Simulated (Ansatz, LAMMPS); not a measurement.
# Charge trapping in amorphous 59Ga2O3-41P2O5 (mol %) (128 atoms): runs compared

Aim: add and remove one electron in amorphous 59Ga2O3-41P2O5 (mol %) (128 atoms), with atoms held and relaxed, and read trapping energy and localisation.

Computed with Ansatz 0.2.0: Kohn-Sham DFT, PBE, PAW (set soft_1), plane waves.

## (1) The cell as built

The cell holds 128 atoms: 26 Ga, 18 P and 84 O. Its edges and angles: a = 11.584 Å, b = 11.584 Å, c = 11.584 Å, α = 90.0°, β = 90.0°, γ = 90.0°. 128 atoms (26 Fe, 18 P, 84 O) placed at random at 3.33 g/cm³, melted at 5000 K for 10 ps at fixed volume with the Morse and Coulomb pair potential with partial charges (Pedone, Malavasi, Menziani, Cormack and Segre, J. Phys. Chem. B 110, 11780 (2006)). Quenched from 5000 K to 300 K at 100 K/ps and fixed volume, held 10 ps at zero pressure, then minimised at fixed cell. Then Fe was replaced by Ga and the cell scaled by 1.005 (the potential has no terms for the new elements, so the cell is a start for a DFT relaxation).

Limits known from the start: The quench rate of 100 K/ps far exceeds what a furnace or splat quench reaches, so expect more defects and frozen-in strain than in a real sample. The network of bonds at the start is that of the classical potential that made the cell, and needn't be the one that DFT or experiment would give. Sampling is at Γ alone, for a cell whose shortest periodic width is 12 Å.

## (2) The reference run

The reference is a single point at the end of the relaxation.

The charged cells start from the geometry of this run, on a uniform background, with spin and a narrow Fermi–Dirac smearing.

Its input, with most atom lines left out:

```yaml
crystal:
  lattice:
    - [11.58385, 0.0, 0.0]
    - [0.0, 11.58385, 0.0]
    - [0.0, 0.0, 11.58385]
  atoms:
    - { symbol: Ga, position: [0.93865, 0.78287, 0.91399] }
    - { symbol: Ga, position: [0.66715, 0.8181, 0.89761] }
    - { symbol: Ga, position: [0.57537, 0.76624, 0.15243] }
    - { symbol: Ga, position: [0.95584, 0.19794, 0.45657] }
    - { symbol: Ga, position: [0.33808, 0.38048, 0.16827] }
    - { symbol: Ga, position: [0.17565, 0.41193, 0.7401] }
    - { symbol: Ga, position: [0.69869, 0.56371, 0.35635] }
    [... atom lines 8 to 128 left out ...]
kpoints:
  mp_grid: { grid: [1, 1, 1] }
hamiltonian:
  xc: pbe
  pseudopotentials: { kind: paw, azcp: { folder: soft_1 } }
scf:
  occupations: { method: fermi_dirac, width: 0.025 }
output:
  forces: true
  stress: true
  populations: intrinsic
  dos:
    method: { smearing: { sigma: 0.15 } }
    de: 0.1
    projected: { site_lists: { Ga: [Ga], O: [O], P: [P] } }
  eigenvalues: true
  write_density: true
  write_potential: true
  volumetric_format: npy
  elf: true
```

| Property | Result |
| --- | --- |
| free energy per atom | -1247.3804 eV/atom |
| r.m.s. force component | 0.00818 eV/Å |
| pressure | 1.268 GPa |

Filled and empty levels are parted by 2.74 eV (at Γ alone); a semilocal functional tends to put such gaps too low. In a disordered cell it changes from sample to sample, and tail or defect levels can set it.

## (3) The runs

Each row is one run, on 4 threads of Intel Xeon Platinum 8488C (Sapphire Rapids), shared host. The free energy is the program's total, comparable only between runs with the same functional, potentials and atoms; between charge states it hangs on the program's zero of potential.

| run | atoms | outcome | ionic steps, all passes | free energy (eV) | time | host memory (GiB) |
| --- | --- | --- | --- | --- | --- | --- |
| Single point at the start | 128 | converged | - | -159653.282 | 21 s | 2.6 |
| Relaxation | 128 | converged | 21 | -159664.691 | 4.7 min | 2.7 |
| Single point at the relaxed geometry | 128 | converged | - | -159664.691 | 36 s | 2.7 |
| An extra electron, atoms held | 128 | converged | - | -159657.131 | 79 s | 4.5 |
| An extra electron, atoms relaxed | 128 | converged | 3 | -159657.155 | 2 min | 4.4 |
| An extra electron, levels at the relaxed geometry | 128 | converged | - | -159657.155 | 91 s | 4.5 |
| Neutral at the geometry of the electron | 128 | converged | - | -159664.668 | 39 s | 2.7 |
| An extra hole, atoms held | 128 | converged | - | -159669.283 | 2.3 min | 4.5 |
| An extra hole, atoms relaxed | 128 | converged | 7 | -159669.337 | 7.4 min | 4.4 |
| An extra hole, levels at the relaxed geometry | 128 | converged | - | -159669.337 | 2.2 min | 4.5 |
| Neutral at the geometry of the hole | 128 | converged | - | -159664.605 | 35 s | 2.7 |

A closer look about O126, which holds the most spin of the extra hole after relaxation: 8 atoms, nearest first, numbered in the order of the input, with positions taken from that point.

| atom | x | y | z | distance (Å) | intrinsic-atomic-orbital charge (e) | moment (μB) |
| --- | --- | --- | --- | --- | --- | --- |
| O126 | 0.00 | 0.00 | 0.00 | 0.00 | -0.66 | 0.17 |
| Ga25 | -1.00 | 0.43 | 1.41 | 1.78 | 1.12 | 0.00 |
| Ga9 | 0.67 | 0.93 | -1.39 | 1.80 | 1.12 | 0.00 |
| O94 | 1.15 | -0.43 | -2.51 | 2.79 | -0.80 | 0.01 |
| O71 | 1.85 | -0.44 | 2.19 | 2.90 | -0.79 | 0.01 |
| O63 | -1.36 | -2.69 | 0.18 | 3.03 | -0.81 | 0.00 |
| O121 | -2.09 | 1.91 | 1.09 | 3.03 | -0.80 | 0.00 |
| O119 | -0.61 | 2.18 | -2.03 | 3.04 | -0.72 | 0.00 |

## (4) Energies and spread of the extra charge

Energies are differences within one cell and functional; the shift is the gain plus the neutral cell's energy at the new geometry, that is how much cheaper the vertical process becomes there. The spread is the participation number of the site moments (1/Σw², over the spin inside atomic spheres), with the atom that holds the largest share and the spin that the spheres hold in all.

| carrier | charged less neutral, atoms held (eV) | gain on relaxing (eV) | neutral cell at that geometry, less the reference (eV) | shift of the vertical energy (eV) | spread, atoms held | spread, relaxed |
| --- | --- | --- | --- | --- | --- | --- |
| electron | 7.559 | 0.024 | 0.022 | 0.046 | 91; Ga6 2 % of 0.21 μB | 88; Ga21 3 % of 0.23 μB |
| hole | -4.592 | 0.055 | 0.085 | 0.140 | 25; O126 14 % of 0.79 μB | 13; O126 21 % of 0.81 μB |

## (5) Findings

The extra electron gains 0.024 eV as the atoms relax, and its spin stays on about 88 atoms: it stays spread out at this level. The cell with the electron ends on a moment of 0.60 μB, short of the 1 μB of one unpaired electron, so the spin density holds only part of the carrier. With the atoms held, the spheres hold only 0.21 of the 0.55 μB, so the spread is read from a small part of the spin. The extra hole gains 0.055 eV as the atoms relax, and its spin goes from about 25 to 13 atoms: a partial localisation as the atoms move, with the largest share on O126. The hole is shared among 3 partly filled levels, as near-degenerate levels under the smearing give, and as self-interaction favours. Adding the two vertical energies gives 2.97 eV, against a gap of 2.74 eV in the neutral cell. The zero of the potential cancels in this sum; the excess isn't taken apart here: charging of a small cell, filling of bands on a coarse mesh and the attraction to the background can all enter.

**Limits.** Single energies of charged cells hang on the program's zero of potential. In the spin-polarised runs the search for a state of lower energy was switched off. No distortion was seeded, so a trapped state behind a barrier can't be found. Local and semilocal functionals favour spread-out charges, so trapping can be missed. Charged cells carry a uniform background, with no correction for images.

The DFT runs together took 24 min of wall time.

[Logs are printed without paths, hosts, clocks, repeated set-up lines and the standing remarks that a program may print on its own settings, such as how far it seeks lower states.]

[Hosts, paths, dates, database ids (printed as entryN), source tags and the programs' standing remarks are cut or masked in the printed files.]
